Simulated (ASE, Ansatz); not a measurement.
# Localised basis functions on twisted h-BP/Hf2CO2 MXene bilayer, 38.21° (49 atoms), part 2 of 2

Wanted: errors and times of a linear-scaling basis for twisted h-BP/Hf2CO2 MXene bilayer, 38.21° (49 atoms). A setting counts as converged where the r.m.s. difference of forces stays under 1 % of the r.m.s. force.

Ansatz 0.2.0; Kohn-Sham DFT, PBE+D4, PAW (set soft_2), plane waves.

The cell: 7 B, 7 P, 7 C, 14 Hf and 14 O. Beside vacuum, support functions can miss their usual error bounds without a warning. The levels lack spin–orbit coupling.

So far. Step 3 (Support functions low): Forces differ from the reference by 0.63 meV/Å r.m.s., 0.28 % of their size, well within a tolerance of 1 %; the energy by -4.0 meV/atom. It took roughly 2.3 times the reference's time (one timing each, with unlike analyses asked), in 15 cycles against 10. Step 4 (Support functions medium): Forces differ from the reference by 0.65 meV/Å r.m.s., 0.29 % of their size, well within a tolerance of 1 %; the energy by -4.0 meV/atom.

## (8) The reference in detail (continued)

Valence density in the ca plane at fractional y = 0.047, with atoms of P and Hf and O within 0.2 Å of it. It is the smooth field of the valence electrons, not physical close to the nuclei.

Values in e/Å³, 12 rows by 16 columns, each cell a mean:
```
 0  0  0  0  0  0  0  0  1  1  0  0  0  0  0  0
 0  0  0  1  0  0  1 11  1  0  1  2  0  0  0  0
 0  0  0  1  0  0  1 18  2  0  2  3  0  0  0  0
 0  0  0  0  0  0  1  2  0  1  1  0  0  0  0  0
 0  0  0  0  0  0  3  1  0  4 10  0  0  0  0  0
 0  0  0  1  0  0  1  0  0  2  4  0  0  0  0  0
 0  0  0  1  0  0  0  0  0  0  0  0  0  0  0  0
 0  0  0  1  0  0  0  0  1  1  0  0  0  0  0  0
 0  0  0  1  0  0  1  0  0  1  2  0  0  0  0  0
 0  0  0  0  0  0  1  0  0  1  2  0  0  0  0  0
 0  0  0  0  0  0  0  0  1  0  0  0  0  0  0  0
 0  0  0  0  0  0  0  0  1  1  0  0  0  0  0  0
```
Columns run along c (16.0 Å, from fractional 0.14 to 0.95 of the cell), rows up along a (8.6 Å). Atoms in or near the plane, at fractional coordinates: P at (0.30, 0.24), Hf at (0.51, 0.81), O at (0.70, 0.81).

Mean intrinsic-atomic-orbital charges: B -0.60, C -0.94, Hf +1.12, O -0.65, P +0.60 e. The largest share in the top eV of filled states is P p (36 % of the projected weight), and in the lowest eV of empty states Hf d (52 % of the projected weight). The potential stands 5.38 eV above the highest filled level over the upper face and 5.41 eV under the lower one, which reads the ionisation potential at this level (an upper bound, if the band top lies off the mesh).

## (9) Structure statistics

Bonds and neighbours are counted at the geometry of the runs.

Normalised to the volume that the atoms fill. g(r), total and by pair (bins of 0.2 Å):

```
r (Å)  total  Hf-Hf  Hf-O  Hf-B   Hf-C  Hf-P    O-O
 1.80   1.19   0.00  0.00  0.00   0.00  0.00   0.00
 2.00   1.59   0.00  9.40  0.00   0.00  0.00   0.00
 2.20   0.78   0.00  2.80  0.00   3.91  0.00   0.00
 2.40   1.30   0.00  0.00  0.00  15.90  0.00   0.00
 2.60   0.00   0.00  0.00  0.00   0.00  0.00   0.00
 2.80   0.00   0.00  0.00  0.00   0.00  0.00   0.00
 3.00   0.99   0.00  0.00  0.00   0.00  0.00   0.00
 3.20   3.19  12.75  0.00  0.00   0.00  0.00  10.15
 3.40   0.34   2.29  0.00  0.00   0.00  0.00   0.00
 3.60   0.31   0.00  1.32  0.00   0.00  0.00   0.00
 3.80   0.98   0.00  3.56  0.00   0.00  0.00   0.00
 4.00   0.70   0.00  0.00  0.00   6.72  0.00   0.00
 4.20   0.14   0.00  0.00  0.44   0.00  0.84   0.00
 4.40   0.57   0.00  0.00  0.53   0.00  0.14   0.00
 4.60   0.43   2.48  0.00  0.62   0.00  0.71   0.00
 4.80   0.92   0.00  4.26  0.65   0.00  0.66   0.00
 5.00   1.34   0.00  4.40  0.30   0.00  0.00   2.16
 5.20   0.83   0.00  0.00  0.58   8.10  1.11   0.00
 5.40   0.75   0.00  0.00  0.26   0.00  0.08   0.00
 5.60   1.46   6.70  0.00  0.88   0.00  0.41   3.37
 5.80   0.20   0.00  0.00  0.08   0.00  0.15   0.15
 6.00   0.34   0.00  0.00  0.43   0.00  1.12   1.37
 6.20   0.19   0.00  0.00  0.40   0.00  0.00   0.00
 6.40   0.86   2.48  0.00  0.55   0.00  0.37   2.42
 6.60   0.42   0.06  1.45  0.35   0.00  0.00   0.12
 6.80   1.44   0.00  3.21  0.38   4.17  0.83   2.33
 7.00   0.31   0.00  0.00  0.72   0.32  1.08   0.00
 7.20   0.67   1.96  0.00  0.68   0.00  0.24   0.00
```

Bonds by pair of elements; cutoffs follow the first minimum of g(r), held within bounds set by covalent radii, and pairs that aren't listed don't count as bonded (cutoffs were set anew for this text, so counts can differ from the run's own analysis):

```
pair A-B  cutoff (Å)  bonds  mean length (Å)  spread (Å)  shortest (Å)  B about A  A about B
    Hf-O        2.52     42             2.09       0.012          2.07          3          3
    Hf-C        2.73     42             2.31       0.013          2.29          3          6
     B-P        2.33     21             1.87       0.015          1.84          3          3
```

How many atoms have how many bonded neighbours:

```
element  mean   3   6
      B     3   7   0
      C     6   0   7
     Hf     6   0  14
      O     3  14   0
      P     3   7   0
```

Among the first-shell peaks of g(r) are those at about 3.26 Å (Hf-Hf), 2.09 Å (Hf-O), 2.32 Å (Hf-C) and 3.24 Å (O-O). Counting bonds as in the table, all B atoms have 3, all C atoms have 6, all Hf atoms have 6 and all O atoms have 3 bonded neighbours.

Local excerpt of 15 atoms (numbers count through the whole input) about P14, which bears the longest force; x, y, z are measured from there.

```
atom      x      y      z  distance (Å)  bonds  intrinsic-atomic-orbital charge (e)     Fx     Fy  Fz (eV/Å)
 P14   0.00   0.00   0.00          0.00      3                                 0.59   0.34  -0.83      -0.03
 B13  -1.21   1.39  -0.01          1.84      3                                -0.61  -0.52   0.23       0.04
  B3   1.85   0.34   0.01          1.89      3                                -0.58  -0.27  -0.12      -0.07
 B11  -0.62  -1.81   0.00          1.91      3                                -0.58   0.48   0.37      -0.02
  P2  -0.61   3.16   0.01          3.21      3                                 0.60  -0.12   0.40      -0.12
 P10  -3.06   1.04   0.01          3.23      3                                 0.60   0.24  -0.19      -0.07
  P6   2.46   2.10  -0.02          3.24      3                                 0.60  -0.02  -0.05       0.02
  P8  -2.44  -2.15   0.01          3.25      3                                 0.60  -0.31   0.02      -0.01
  P4   3.07  -1.08   0.00          3.25      3                                 0.60   0.13   0.37       0.00
 P12   0.63  -3.22   0.00          3.28      3                                 0.61  -0.30   0.58      -0.06
 O49  -1.22  -0.74   3.16          3.47      3                                -0.65   0.01   0.12       0.00
 O34   1.84   0.34   3.16          3.67      3                                -0.65   0.22  -0.12       0.03
  B5   1.22   3.50  -0.01          3.71      3                                -0.60   0.01   0.20       0.03
  B7  -3.66  -0.73   0.01          3.74      3                                -0.59   0.02  -0.03      -0.04
  B1   2.45  -2.83   0.00          3.74      3                                -0.60   0.28  -0.73       0.01
```

## (10) Results

| Item | Value |
| --- | --- |
| free energy per atom | -4821.1032 eV/atom |
| r.m.s. force component | 0.2248 eV/Å |
| gap (highest filled to lowest empty level) | 0.9615 eV |
| potential in mid-vacuum, over the Fermi level | 4.914 eV |
| wall time of the 3 DFT runs | 4.8 min |

Against plane waves at 420 eV, the forces differ by 0.65 meV/Å (0.29 %) with support functions medium. At 49 atoms the fastest of the runs at a preset level, support functions low, takes roughly 2.3 times the time of plane waves (whose run also made extra analyses), in 15 SCF cycles against 10. Differences between support functions and plane waves include what basis error the plane-wave run still has.

Filled and empty levels are parted by 0.962 eV on the run's k-points; the mesh holds the band edges only if they fold onto it, so the gap at this level can be narrower or closed. The potential stands 5.38 eV above the highest filled level over the upper face and 5.41 eV under the lower one, which reads the ionisation potential at this level (an upper bound, if the band top lies off the mesh). Counting bonds as in the table, all B atoms have 3, all C atoms have 6, all Hf atoms have 6 and all O atoms have 3 bonded neighbours.

**Limits.** The geometry was built by rule, was displaced at random and isn't relaxed at this level: its force components are 0.22 eV/Å r.m.s.

[Long decimals in the printed logs are rounded to 6 places.]

[Logs are printed without paths, hosts, clocks, repeated set-up lines and the standing remarks that a program may print on its own settings, such as how far it seeks lower states.]

[Hosts, paths, dates, database ids (printed as entryN), source tags and the programs' standing remarks are cut or masked in the printed files.]
